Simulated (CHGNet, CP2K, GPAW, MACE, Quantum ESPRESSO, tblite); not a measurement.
## Finding the fault: GPAW, twisted graphene monolayer on bilayer, 21.79° (42 atoms)

Program: GPAW 26.7.0, a calculation on a cell of 42 C, with vacuum.

run.py reads:

```python
import numpy as np
from ase.io import read
from gpaw import GPAW, FermiDirac, Mixer

atoms = read("structure.xyz")
atoms.calc = GPAW(
    mode="lcao",
    basis="dzp",
    h=0.2,
    xc="PBE",
    kpts={"size": (1, 1, 1), "gamma": True},
    occupations=FermiDirac(0.05),
    mixer=Mixer(0.8, 1, 1),
    maxiter=60,
    symmetry={"point_group": False},
    txt="gpaw.txt",
)
energy = atoms.get_potential_energy(force_consistent=True)
forces = atoms.get_forces()
print(f"energy {energy:.6f} eV")
print("forces (eV/A)")
for i, (a, f) in enumerate(zip(atoms, forces)):
    print(f"{i:4d} {a.symbol:2s} {f[0]:10.5f} {f[1]:10.5f} {f[2]:10.5f}")
print(f"Fermi level {atoms.calc.get_fermi_level():.4f} eV")
for k in range(len(atoms.calc.get_ibz_k_points())):
    for s in range(atoms.calc.get_number_of_spins()):
        e = atoms.calc.get_eigenvalues(kpt=k, spin=s)
        n = np.searchsorted(e, atoms.calc.get_fermi_level())
        print(f"k {k} spin {s} levels about the Fermi level:", np.round(e[max(n - 6, 0):n], 4).tolist(), "|", np.round(e[n:n + 6], 4).tolist())
```

structure.xyz reads:

```xyz
42
Lattice="6.50850 0.00000 0.00000 -3.25425 5.63653 0.00000 0.00000 0.00000 20.69000" Properties=species:S:1:pos:R:3 pbc="T T T"
C 0.46751 1.35130 6.87756
C 1.38996 0.27044 6.95970
C -0.01058 3.81035 6.95639
C 0.91090 2.72791 6.91832
C 2.82222 0.53660 6.94977
C 0.44730 5.04802 6.91791
C 2.31117 2.97958 6.96963
C 3.25705 1.87708 6.94191
C 1.85827 5.38035 6.93053
C 2.77711 4.30721 6.96260
[... 28 atom lines left out ...]
C 3.70630 4.32147 13.69926
C 4.14653 2.93105 13.74644
C -0.91584 2.69420 13.71913
C -0.47200 1.38050 13.68499
```

On the command line:

```sh
> OMP_NUM_THREADS=1 python run.py > output.txt
```

What it wrote:

```text
gpaw.KohnShamConvergenceError
```

gpaw.txt:

```text
Input parameters:
  mode=LCAO(),
  basis={'default': 'dzp'},
  h=0.2,
  kpts=MonkhorstPack(size=(1, 1, 1), gamma=True),
  maxiter=60,
  mixer=Pulay(name='pulay', nmaxold=1, beta=0.8, weight=1, sigma=0.015, g_ss=None),
  occupations=Occupations(name='fermi-dirac', width=0.05, fixmagmom=False),
  symmetry=Symmetry(point_group=False),
  xc=XC(name='PBE')
Unit cell  # Å
| periodic |         x |        y |         z |   lengths |     angles |
|----------|-----------|----------|-----------|-----------|------------|
|      yes |  6.508500 | 0.000000 |  0.000000 |  6.508500 |  90.000000 |
|      yes | -3.254250 | 5.636530 |  0.000000 |  6.508503 |  90.000000 |
|      yes |  0.000000 | 0.000000 | 20.690000 | 20.690000 | 119.999984 |
Number of symmetries: 1
Symmetry operations  # r_c * U_cc + t_c -> r_c
|   | kind |            matrix            |
|---|------|------------------------------|
| 0 |  E   |  1, 0, 0,  0, 1, 0,  0, 0, 1 |
BZ-sampling:
  Number of BZ points: 1
  Number of IBZ points: 1
  Monkhorst-Pack size: [1, 1, 1]
  Monkhorst-Pack shift: [0, 0, 0]
K-points  # in reciprocal-cell coordinates
|   |                                coordinates |     weight |
|---|--------------------------------------------|------------|
| 0 | (  0.00000000,   0.00000000,   0.00000000) | 1.00000000 |
basis functions: 546
Spin-components: 1 (collinear spins)
Bands:           105
Projectors:      210
Spin-degeneracy: 2
Datatype:        <class 'float'>
Parallelization:
  kpt:    1
  domain: 1
  band:   1
Density:
  Valence electrons: 168.0
  Components: 1
  Grid points: [ 28  28 104]
  Charge: 0.0  # |e|
Potential:
  Grid points: [ 28  28 104]
species:
  C:
    name:    Carbon
    Z:       6.0
    valence: 4
    core:    2
    LCAO basis set for C:
      Name: dzp
      Number of radial functions: 5
      Number of spherical harmonics: 13
        l=0, rc=5.5469 Bohr: 2s-sz confined orbital
        l=1, rc=6.6719 Bohr: 2p-sz confined orbital
        l=0, rc=3.0312 Bohr: 2s-dz split-valence wave
        l=1, rc=3.7500 Bohr: 2p-dz split-valence wave
        l=2, rc=6.6719 Bohr: d-type Gaussian polarization
      Number of RI-basis functions 0
Reference energy: -43160.380850  # eV
eigensolver:
density mixing:
  Pulay-Mixer
  Linear mixing parameters: 0.8
  No metric
occupation numbers:
  Fermi-Dirac:
    width: 0.0500  # eV
FastPoissonSolver using
    Stencil: 8*3+1=25 point O(h^6) finite-difference Laplacian
xc functional:
  name: PBE with 2 nearest neighbor stencil
interpolation: tri-quintic # 5. degree polynomial
Initialization done in: 3.405 s
convergence criteria:
- Maximum [total energy] change in last 3 cyles: 0.0005 eV / valence electron
- Maximum integral of absolute [dens]ity change: 0.0001 electrons / valence electron
- Maximum integral of absolute [eigenst]ate change: 4e-08 eV^2 / valence electron
maximum number of iterations: 60
SCF iterations
|iter     |      energy | eigst |  dens |
|---------|-------------|-------|-------|
|iter:   1| -388.528816 |      c|       |
|iter:   2| -382.570893 |      c| -0.91 |
|iter:   3| -382.656025 |      c| -1.64 |
|iter:   4| -382.957647 |      c| -1.94 |
[...]
|iter:   8| -412.019418 |      c| -1.17 |
|iter:   9| -484.071368 |      c| -0.92 |
|iter:  10|-1042.690610 |      c| -0.62 |
|iter:  11|-9066.369147 |      c| -0.21 |
|iter:  12|-73906.720930 |      c| +0.09 |
[...]
|iter:  59|-109929.352902 |      c| +0.22 |
|iter:  60|-109804.022711 |      c| +0.22 |
timing:  # [seconds]
  Total: 150.961  # ━━━━━━━━━━━━━━━━━━━━━━━━━━━━━━━━━━━━━━━━━━━━━━━━━━━━━━━━━
  Init:    3.404  # ━╸
  SCF:   147.501  # ━━━━━━━━━━━━━━━━━━━━━━━━━━━━━━━━━━━━━━━━━━━━━━━━━━━━━━━╸
```

Wall time 2.5 min (1 thread of Intel Xeon Platinum 8488C (Sapphire Rapids), shared host); peak memory 0.4 GiB.

Banners, paths, timers and routine set-up lines are dropped from the logs unmarked, and long logs keep their key lines alone; longer cuts are marked.

**Question.** What is wrong with this input?

Mixing far too strong: mixing weight 0.8.

The run ended unconverged.

[Also dropped from logs without a mark: logging warnings of Python, and SIESTA's first energy breakdown and zero terms.]

[Logs are printed without paths, hosts, clocks, repeated set-up lines and the standing remarks that a program may print on its own settings, such as how far it seeks lower states.]

[Hosts, paths, dates, database ids (printed as entryN), source tags and the programs' standing remarks are cut or masked in the printed files.]
